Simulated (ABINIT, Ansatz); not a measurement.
# SrW (Pm-3m): phonons by linear response

Aim: the phonon dispersion of SrW (Pm-3m), checked by a second program.

Calculated with ABINIT 10.8.3; DFT PBE, scalar-relativistic, plane waves, SPMS norm-conserving pseudopotentials.

Most raw output is cut from this account.

The structure was built from a prototype and need not be the compound's stable phase.

**1. Set-up**

It takes space group Pm-3m (No. 221, cubic). The conventional cell has a = 4.067 Å, b = 4.067 Å, c = 4.067 Å, α = 90.00°, β = 90.00°, γ = 90.00°. Sr has 8 W at 3.52 Å nearest. Nearest to W lie 8 Sr at 3.52 Å. Farther neighbours are not listed.

**2. A probe with smearing**

A first run with smearing and empty bands tells whether the crystal has a gap, which decides between fixed occupations and smearing later on.

File probe.abi:

```
# ground state
tolvrs 1.0d-08
prtden 1
prtwf 1

# basis, mesh and filling
ecut 30.0
ngkpt 4 4 4
nshiftk 1
shiftk 0.0 0.0 0.0
istwfk *1
occopt 7
tsmear 0.005
nband 19
nstep 100
diemac 9.0
prtebands 0
prtgsr 0
useylm 1

# cell and atoms
acell 3*1.0 Angstrom
rprim 
    4.06679506 0.0 0.0
    0.0 4.06679506 0.0
    0.0 0.0 4.06679506
ntypat 2
znucl 38 74
natom 2
typat 1 2
xred 
    0.0 0.0 0.0
    0.5 0.5 0.5
pp_dirpath "./pseudo"
pseudos "Sr.psp8, W.psp8"
```

Command:

```
$ OMP_NUM_THREADS=1 mpirun -n 4 abinit probe.abi > probe.log
```

The job ended after 26 s (4 MPI ranks of Intel Xeon at 2.50GHz (Skylake/Cascade Lake), shared host; 75 s of CPU time).

This step gave:

| Item | Value |
| --- | --- |
| volume per atom | 33.63 Å³ |
| pressure | -9.136 GPa |
| gap on the k-mesh | 0 eV |

No gap opens on this mesh, so smearing is kept; the printed pressure holds the stress of the finite basis too.

**3. Rough relaxation**

The typed start is rough, so a first relaxation with smearing and loose thresholds takes it towards rest cheaply.

File prerelax.abi:

```
# relaxation
ionmov 2
optcell 2
dilatmx 1.15
chkdilatmx 0
ntime 40
tolmxf 3.0d-04
tolvrs 1.0d-10
prtwf 0
prtden 0
chksymtnons 0

# basis, mesh and filling
ecut 31.0
ecutsm 3.0
ngkpt 4 4 4
nshiftk 1
shiftk 0.0 0.0 0.0
istwfk *1
occopt 7
tsmear 0.005
nband 19
nstep 100
diemac 1000000.0
prtebands 0
prtgsr 0
useylm 1

# cell and atoms
acell 3*1.0 Angstrom
rprim 
    4.06679506 0.0 0.0
    0.0 4.06679506 0.0
    0.0 0.0 4.06679506
ntypat 2
znucl 38 74
natom 2
typat 1 2
xred 
    0.0 0.0 0.0
    0.5 0.5 0.5
pp_dirpath "./pseudo"
pseudos "Sr.psp8, W.psp8"
```

Command:

```
$ OMP_NUM_THREADS=1 mpirun -n 4 abinit prerelax.abi > prerelax.log
```

Elapsed: 4.2 min, on 4 MPI ranks; 13 min of CPU time.

Step by step:

| step | energy less that of the first step (eV) | largest force (eV/Å) | volume (Å³) |
| --- | --- | --- | --- |
| 1 | 0.0000 | 0.0000 | 67.26 |
| 2 | -0.1038 | 0.0000 | 65.40 |
| 3 | -0.4415 | 0.0000 | 44.57 |
| 4 | -0.5868 | 0.0000 | 52.39 |
| 5 | -0.5958 | 0.0000 | 50.87 |
| 6 | -0.5958 | 0.0000 | 50.72 |

| conventional cell, symmetrised | before | after | change |
| --- | --- | --- | --- |
| a (Å) | 4.067 | 3.702 | -9.0 % |
| b (Å) | 4.067 | 3.702 | -9.0 % |
| c (Å) | 4.067 | 3.702 | -9.0 % |
| volume (Å³/atom) | 33.63 | 25.36 | -24.6 % |

The relaxed structure:

```
Sr W
1.0
     3.70168    0.00000    0.00000
     0.00000    3.70168    0.00000
     0.00000    0.00000    3.70168
Sr W
1 1
Direct
  0.00000 0.00000 0.00000
  0.50000 0.50000 0.50000
```

Numbers from this step:

```yaml
volume_per_atom: 25.36 Å³
pressure: 0.004604 GPa
```

The volume changes by -24.6 % in this run and stands -24.6 % from the first cell.

**4. Rough relaxation**

The cell changed much, so the rough relaxation is repeated on a basis made for the new cell.

prerelax.abi: that of step 3 with these lines changed.

```diff
@@ -31,5 +31,5 @@
 rprim 
-    4.06679506 0.0 0.0
-    0.0 4.06679506 0.0
-    0.0 0.0 4.06679506
+    3.701679063 0.0 0.0
+    0.0 3.701679063 0.0
+    0.0 0.0 3.701679063
 ntypat 2
```

Run time: 39 s. Hardware: 4 MPI ranks; 1.7 min of CPU time.

Little changed from the start: no atom moved by 0.005 Å and no cell edge by 0.1 %.

Numbers from this step:

* pressure: 0.004598 GPa

The volume changes by +0.0 % in this run and stands -24.6 % from the first cell.

**5. Relaxation**

The harmonic expansion needs vanishing forces, and a free crystal bears no stress, so cell and atoms are brought to rest. Stress is more sensitive to the basis than forces are: the last 3 Ha under the cutoff are smoothed with ecutsm, and the cutoff is raised above that of the later runs.

File relax.abi:

```
# relaxation
ionmov 2
optcell 2
dilatmx 1.08
ntime 40
tolmxf 1.0d-05
tolvrs 1.0d-14
prtwf 0
prtden 0
chksymtnons 0

# basis, mesh and filling
ecut 38.0
ecutsm 3.0
ngkpt 8 8 8
nshiftk 1
shiftk 0.0 0.0 0.0
istwfk *1
occopt 7
tsmear 0.01
nband 19
nstep 100
diemac 1000000.0
prtebands 0
prtgsr 0
useylm 1

# cell and atoms
acell 3*1.0 Angstrom
rprim 
    3.701679066 0.0 0.0
    0.0 3.701679066 0.0
    0.0 0.0 3.701679066
ntypat 2
znucl 38 74
natom 2
typat 1 2
xred 
    0.0 0.0 0.0
    0.5 0.5 0.5
pp_dirpath "./pseudo"
pseudos "Sr.psp8, W.psp8"
```

Command:

```
$ OMP_NUM_THREADS=1 mpirun -n 4 abinit relax.abi > relax.log
```

Wall time 3.8 min (4 MPI ranks); 13 min of CPU time.

Little changed from the start: no atom moved by 0.005 Å and no cell edge by 0.1 %.

Read from the output:

| Property | Result |
| --- | --- |
| volume per atom | 25.35 Å³ |
| pressure | 1.30e-5 GPa |

The volume changes by -0.1 % in this run and stands -24.6 % from the first cell.

**6. Ground state**

The response is built on these wavefunctions, so the potential is converged far more tightly than an energy would need. Smearing stays on, as the first look found no gap above 0.3 eV.

File gs.abi:

```
# ground state
tolvrs 1.0d-16
prtden 1
prtwf 1

# basis, mesh and filling
ecut 30.0
ngkpt 8 8 8
nshiftk 1
shiftk 0.0 0.0 0.0
istwfk *1
occopt 7
tsmear 0.01
nband 19
nstep 100
diemac 1000000.0
prtebands 0
prtgsr 0
useylm 1

# cell and atoms
acell 3*1.0 Angstrom
rprim 
    3.70104643 0.0 0.0
    0.0 3.70104643 0.0
    0.0 0.0 3.70104643
ntypat 2
znucl 38 74
natom 2
typat 1 2
xred 
    0.0 0.0 0.0
    0.5 0.5 0.5
pp_dirpath "./pseudo"
pseudos "Sr.psp8, W.psp8"
```

Command:

```
$ OMP_NUM_THREADS=1 mpirun -n 4 abinit gs.abi > gs.log
```

Run time: 50 s. Hardware: 4 MPI ranks; 3.1 min of CPU time.

Read from the output:

| Quantity | Value |
| --- | --- |
| pressure | 1.78e-4 GPa |

The cell stands at 1.8e-4 GPa, close enough for phonons.

**7. Zone-centre response**

At q = 0 one unit cell holds all displacements. The response is solved for single atoms along the cell's directions, and symmetry skips those that follow from others. The crystal is treated as a metal, which screens a static field, so no field response is asked.

File dfpt_gamma.abi:

```

# common to the responses
getwfk_filepath "gso_WFK"
kptopt 2
nqpt 1
qpt 0.0 0.0 0.0
asr 0
chneut 0

# displacements
rfphon 1
rfatpol 1 2
rfdir 1 1 1
tolvrs 1.0d-10
prtwf 0
prtpot 1

# basis, mesh and filling
ecut 30.0
ngkpt 8 8 8
nshiftk 1
shiftk 0.0 0.0 0.0
istwfk *1
occopt 7
tsmear 0.01
nband 19
nstep 100
diemac 1000000.0
prtebands 0
prtgsr 0
useylm 1

# cell and atoms
acell 3*1.0 Angstrom
rprim 
    3.70104643 0.0 0.0
    0.0 3.70104643 0.0
    0.0 0.0 3.70104643
ntypat 2
znucl 38 74
natom 2
typat 1 2
xred 
    0.0 0.0 0.0
    0.5 0.5 0.5
pp_dirpath "./pseudo"
pseudos "Sr.psp8, W.psp8"
```

Command:

```
$ OMP_NUM_THREADS=1 mpirun -n 4 abinit dfpt_gamma.abi > dfpt_gamma.log
```

Elapsed: 3.3 min, on 4 MPI ranks.

Read from the output:

| Item | Value |
| --- | --- |
| largest acoustic frequency at the zone centre before the sum rule | 0.73 cm⁻¹ |
| highest optical zone-centre mode (no LO-TO term) | 156.2 cm⁻¹ |
| lowest optical zone-centre mode | 156.2 cm⁻¹ |

The acoustic modes at Γ come out as far as 0.7 cm⁻¹ from zero, where they should vanish, a small numerical error.

**8. Phonons on a q mesh**

Linear response treats each wavevector of the 2×2×2 mesh in the unit cell; the first-order potentials are kept for the electron-phonon matrix elements.

File dfpt_q.abi:

```
ndtset 3

# wavevectors
qpt1 0.5 0.0 0.0
qpt2 0.5 0.5 0.0
qpt3 0.5 0.5 0.5

# displacements
getwfk_filepath "gso_WFK"
getwfq_filepath "gso_WFK"
kptopt 3
nqpt 1
rfphon 1
rfatpol 1 2
rfdir 1 1 1
tolvrs 1.0d-10
prtwf 0
prtpot 1

# basis, mesh and filling
ecut 30.0
ngkpt 8 8 8
nshiftk 1
shiftk 0.0 0.0 0.0
istwfk *1
occopt 7
tsmear 0.01
nband 19
nstep 100
diemac 1000000.0
prtebands 0
prtgsr 0
useylm 1

# cell and atoms
acell 3*1.0 Angstrom
rprim 
    3.70104643 0.0 0.0
    0.0 3.70104643 0.0
    0.0 0.0 3.70104643
ntypat 2
znucl 38 74
natom 2
typat 1 2
xred 
    0.0 0.0 0.0
    0.5 0.5 0.5
pp_dirpath "./pseudo"
pseudos "Sr.psp8, W.psp8"
```

Command:

```
$ OMP_NUM_THREADS=1 mpirun -n 4 abinit dfpt_q.abi > dfpt_q.log
```

Elapsed: 67 min, on 4 MPI ranks.

Numbers from this step:

- lowest mode on the q mesh (acoustic ones at the zone centre apart): -112.0 cm⁻¹

Frequencies (cm⁻¹) before the sum rule at the irreducible wavevectors but Γ, which is solved apart; negative means imaginary. Frequencies by wavevector:

| q (fractions) | star | mode 1 | mode 2 | mode 3 | mode 4 | mode 5 | mode 6 |
| --- | --- | --- | --- | --- | --- | --- | --- |
| 0.5 0 0 | 3 | -96.73 | 77.61 | 77.61 | 115.9 | 115.9 | 153.2 |
| 0.5 0.5 0 | 3 | -112 | -112 | 93.33 | 97.53 | 161 | 161 |
| 0.5 0.5 0.5 | 1 | -99 | -99 | -99 | 139.4 | 139.4 | 139.4 |

**9. Dispersion**

anaddb transforms the dynamical matrices to force constants and back along the path; points of the mesh come back as solved, but for the sum rule and, in polar crystals, the LO-TO term at Γ; the rest is interpolation.

File anaddb.abi:

```
ddb_filepath "all_DDB"
output_file "anaddb.abo"
outdata_prefix "anaddb"
ifcflag 1
ngqpt 2 2 2
nqshft 1
q1shft 0.0 0.0 0.0
asr 1
chneut 0
dipdip 0
dipquad 0
quadquad 0
enunit 0
eivec 0
nph1l 62
qph1l 
    0.0 0.0 0.0 1.0
    0.0 0.05 0.0 1.0
    0.0 0.1 0.0 1.0
    0.0 0.15 0.0 1.0
    0.0 0.2 0.0 1.0
    0.0 0.25 0.0 1.0
    0.0 0.3 0.0 1.0
    0.0 0.35 0.0 1.0
    0.0 0.4 0.0 1.0
    0.0 0.45 0.0 1.0
    0.0 0.5 0.0 1.0
    0.05 0.5 0.0 1.0
    0.1 0.5 0.0 1.0
    0.15 0.5 0.0 1.0
    0.2 0.5 0.0 1.0
    0.25 0.5 0.0 1.0
    0.3 0.5 0.0 1.0
    0.35 0.5 0.0 1.0
    0.4 0.5 0.0 1.0
    0.45 0.5 0.0 1.0
    0.5 0.5 0.0 1.0
    0.45 0.45 0.0 1.0
    0.4 0.4 0.0 1.0
    0.35 0.35 0.0 1.0
    0.3 0.3 0.0 1.0
    0.25 0.25 0.0 1.0
    0.2 0.2 0.0 1.0
    0.15 0.15 0.0 1.0
    0.1 0.1 0.0 1.0
    0.05 0.05 0.0 1.0
    0.0 0.0 0.0 1.0
    0.05 0.05 0.05 1.0
    0.1 0.1 0.1 1.0
    0.15 0.15 0.15 1.0
    0.2 0.2 0.2 1.0
    0.25 0.25 0.25 1.0
    0.3 0.3 0.3 1.0
    0.35 0.35 0.35 1.0
    0.4 0.4 0.4 1.0
    0.45 0.45 0.45 1.0
    0.5 0.5 0.5 1.0
    0.45 0.5 0.45 1.0
    0.4 0.5 0.4 1.0
    0.35 0.5 0.35 1.0
    0.3 0.5 0.3 1.0
    0.25 0.5 0.25 1.0
    0.2 0.5 0.2 1.0
    0.15 0.5 0.15 1.0
    0.1 0.5 0.1 1.0
    0.05 0.5 0.05 1.0
    0.0 0.5 0.0 1.0
    0.5 0.5 0.5 1.0
    0.5 0.5 0.45 1.0
    0.5 0.5 0.4 1.0
    0.5 0.5 0.35 1.0
    0.5 0.5 0.3 1.0
    0.5 0.5 0.25 1.0
    0.5 0.5 0.2 1.0
    0.5 0.5 0.15 1.0
    0.5 0.5 0.1 1.0
    0.5 0.5 0.05 1.0
    0.5 0.5 0.0 1.0
```

File mrgddb.in:

```
all_DDB
merged
4
dfpt_gammao_DDB
dfpt_qo_DS1_DDB
dfpt_qo_DS2_DDB
dfpt_qo_DS3_DDB
```

Command:

```
$ mrgddb < mrgddb.in > mrgddb.log
$ OMP_NUM_THREADS=1 anaddb anaddb.abi > anaddb.log
```

Wall time 0.79 s (1 thread).

This step gave:

* lowest frequency on the path: -111.9 cm⁻¹

Anaddb. Phonon branches along the path, in cm⁻¹:

| point | branch 1 | branch 2 | branch 3 | branch 4 | branch 5 | branch 6 |
| --- | --- | --- | --- | --- | --- | --- |
| Γ | 0 | 0 | 0 | 156 | 156 | 156 |
| halfway | -59 | 44 | 44 | 141 | 141 | 151 |
| X | -97 | 78 | 78 | 116 | 116 | 153 |
| halfway | -106 | -61 | 86 | 107 | 141 | 159 |
| M | -112 | -112 | 93 | 98 | 161 | 161 |
| halfway | -78 | -35 | 61 | 129 | 138 | 154 |
| Γ | 0 | 0 | 0 | 156 | 156 | 156 |
| halfway | -63 | -63 | -42 | 135 | 143 | 143 |
| R | -99 | -99 | -99 | 139 | 139 | 139 |
| halfway | -107 | -58 | -33 | 128 | 135 | 156 |
| X | -97 | 78 | 78 | 116 | 116 | 153 |
| jump to R | -99 | -99 | -99 | 139 | 139 | 139 |
| halfway | -106 | -106 | -23 | 120 | 151 | 151 |
| M | -112 | -112 | 93 | 98 | 161 | 161 |

The path dips to 112i cm⁻¹.

**10. Sums over the zone**

Sums over the zone need many more wavevectors than were solved, so the interpolation is sampled on a dense mesh.

File anaddb.abi:

```
ddb_filepath "all_DDB"
output_file "anaddb.abo"
outdata_prefix "anaddb"
ifcflag 1
ngqpt 2 2 2
nqshft 1
q1shft 0.0 0.0 0.0
asr 1
chneut 0
dipdip 0
dipquad 0
quadquad 0
prtdos 2
ng2qpt 12 12 12
dosdeltae 4.5563e-06
ntemper 11
temperinc 100.0
tempermin 0.0
```

Command:

```
$ OMP_NUM_THREADS=1 anaddb anaddb.abi > anaddb.log
```

It took 0.92 s on 1 thread.

Numbers from this step:

| Quantity | Value |
| --- | --- |
| share of modes beyond 3i cm⁻¹ on the dense interpolated mesh | 0.3098 |

The phonon density of states has structure finer than the step of the table below, so its rows give means over 10 cm⁻¹, whole bins alone (the curve runs from -142 to 190 cm⁻¹). Peaks (cm⁻¹: height): -104.0: 0.0603, 140.1: 0.0741, 154.1: 0.160.

Tetrahedra. Phonon density of states against wavenumber; means over each step:

wavenumber (cm⁻¹), phonon density of states (1/cm⁻¹/cell) and a bar:
```
     -120      0.000 
     -110      0.018 #######
     -100      0.050 ###################
      -90      0.030 ###########
      -80      0.021 ########
      -70      0.017 ######
      -60      0.014 #####
      -50      0.010 ####
      -40      0.008 ###
      -30      0.006 ##
      -20      0.005 ##
      -10      0.005 ##
        0      0.006 ##
       10      0.006 ##
       20      0.008 ###
       30      0.011 ####
       40      0.013 #####
       50      0.019 #######
       60      0.018 #######
       70      0.018 #######
       80      0.013 #####
       90      0.004 ##
      100      0.004 #
      110      0.016 ######
      120      0.035 #############
      130      0.050 ###################
      140      0.063 ########################
      150      0.078 ##############################
      160      0.052 ####################
      170      0.000
```

**11. Cross-check with Ansatz**

The same cell goes through another code, with its own cutoff. The potentials differ.

This step: DFT PBE, scalar-relativistic, plane waves, PseudoDojo norm-conserving pseudopotentials (Ansatz 0.2.0).

File input.yaml:

```yaml
crystal:
  lattice:
    - [3.7010464303, 0.0, 0.0]
    - [0.0, 3.7010464303, 0.0]
    - [0.0, 0.0, 3.7010464303]
  atoms:
    - { symbol: Sr, position: [0.0, 0.0, 0.0] }
    - { symbol: W, position: [0.5, 0.5, 0.5] }
kpoints:
  mp_grid: { grid: [8, 8, 8] }
hamiltonian:
  xc: pbe
  pseudopotentials: { kind: nc, accuracy: standard }
scf:
  occupations: { method: gaussian, width: 0.27211 }
output:
  eigenvalues: true
phonons:
  method: dfpt
  qmesh: [2, 2, 2]
  temperatures: { t_max: 1000, t_step: 50 }
  qpath:
    path:
      - [[0.0, 0.0, 0.0], [0.0, 0.5, 0.0], [0.5, 0.5, 0.0], [0.0, 0.0, 0.0], [0.5, 0.5, 0.5], [0.0, 0.5, 0.0]]
      - [[0.5, 0.5, 0.5], [0.5, 0.5, 0.0]]
    npoints: 10
```

Command:

```
$ ansatz run input.yaml --threads 4 --pin off --max-ram 8192MiB --backend cpu --events-out ev --progress --plain --runs-dir out
```

Wall time 2.1 min (4 threads); peak memory 1.1 GiB.

This step gave:

* sum-rule residual before enforcement: 2.07e-4 eV/Å²
* lowest frequency on the path: -112.0 cm⁻¹
* share of modes beyond 3i cm⁻¹ on the dense interpolated mesh: 0.3215

**12. Side by side: ABINIT SPMS and Ansatz, PseudoDojo**

Numbers from this step:

| Item | Value |
| --- | --- |
| root-mean-square difference | 0.14 cm⁻¹ |
| largest difference | 0.37 cm⁻¹ |
| root-mean-square difference on the path | 0.1 cm⁻¹ |
| largest difference on the path | 0.4 cm⁻¹ |

The 12 of 21 modes that differ most. Frequencies side by side:

| q (reciprocal lattice) | mode | ABINIT SPMS (cm⁻¹) | Ansatz, PseudoDojo (cm⁻¹) |
| --- | --- | --- | --- |
| 0 0 0 | 4 | 156.2 | 156.2 |
| 0 0 0 | 5 | 156.2 | 156.2 |
| 0 0 0 | 6 | 156.2 | 156.2 |
| 0.5 0 0 | 2 | 77.61 | 77.43 |
| 0.5 0 0 | 3 | 77.61 | 77.43 |
| 0.5 0 0 | 6 | 153.2 | 153.4 |
| 0.5 0.5 0 | 1 | -112 | -112 |
| 0.5 0.5 0 | 2 | -112 | -112 |
| 0.5 0.5 0 | 4 | 97.53 | 97.16 |
| 0.5 0.5 0 | 5 | 161 | 161.2 |
| 0.5 0.5 0 | 6 | 161 | 161.2 |
| 0.5 0.5 0.5 | 4 | 139.4 | 139.3 |

The interpolated bands of the two lie on top of each other.

At the solved wavevectors the largest difference (acoustic modes at Γ apart) is 0.2 % of the highest mode.

**13. Summary of results**

```json
{
 "space group after relaxation": "Pm-3m",
 "volume per atom": "25.3 Å³",
 "highest optical zone-centre mode (no LO-TO term)": "156.2 cm⁻¹",
 "q mesh": "2×2×2",
 "lowest mode on the q mesh (acoustic ones at the zone centre apart)": "-112.0 cm⁻¹",
 "imaginary modes on the q mesh": "yes",
 "largest difference from Ansatz, PseudoDojo": "0.37 cm⁻¹"
}
```

SrW (Pm-3m) is unstable: a mode solved on the 2×2×2 mesh is imaginary, 112i cm⁻¹; its spectrum reaches 161 cm⁻¹. At the PBE level the optical modes of SrW (Pm-3m) at the zone centre lie at 156 cm⁻¹. The most unstable solved mode lies at q = (0.5, 0.5, 0), on the zone boundary, so the distortion that it points to doubles the cell. ABINIT SPMS and Ansatz, PseudoDojo agree to 0.37 cm⁻¹ (0.2 % of the highest mode compared) on all solved modes but the acoustic ones at Γ, without the LO-TO term. These are harmonic frequencies at zero temperature: anharmonic shifts and linewidths and thermal expansion are left out. Spin-orbit coupling is left out, which can matter for the heavy elements here. In a metal the frequencies hang on the k mesh and the smearing, most of all near Kohn anomalies. The q mesh stands for a supercell only 7.4 Å across, so branches between the solved wavevectors are rough. The structure is a hypothetical one, built on a prototype.

[Host names and launcher messages were left out of these logs when they were recorded.]

[Logs are printed without paths, hosts, clocks, repeated set-up lines and the standing remarks that a program may print on its own settings, such as how far it seeks lower states.]

[Hosts, paths, dates, database ids (printed as entryN), source tags and the programs' standing remarks are cut or masked in the printed files.]
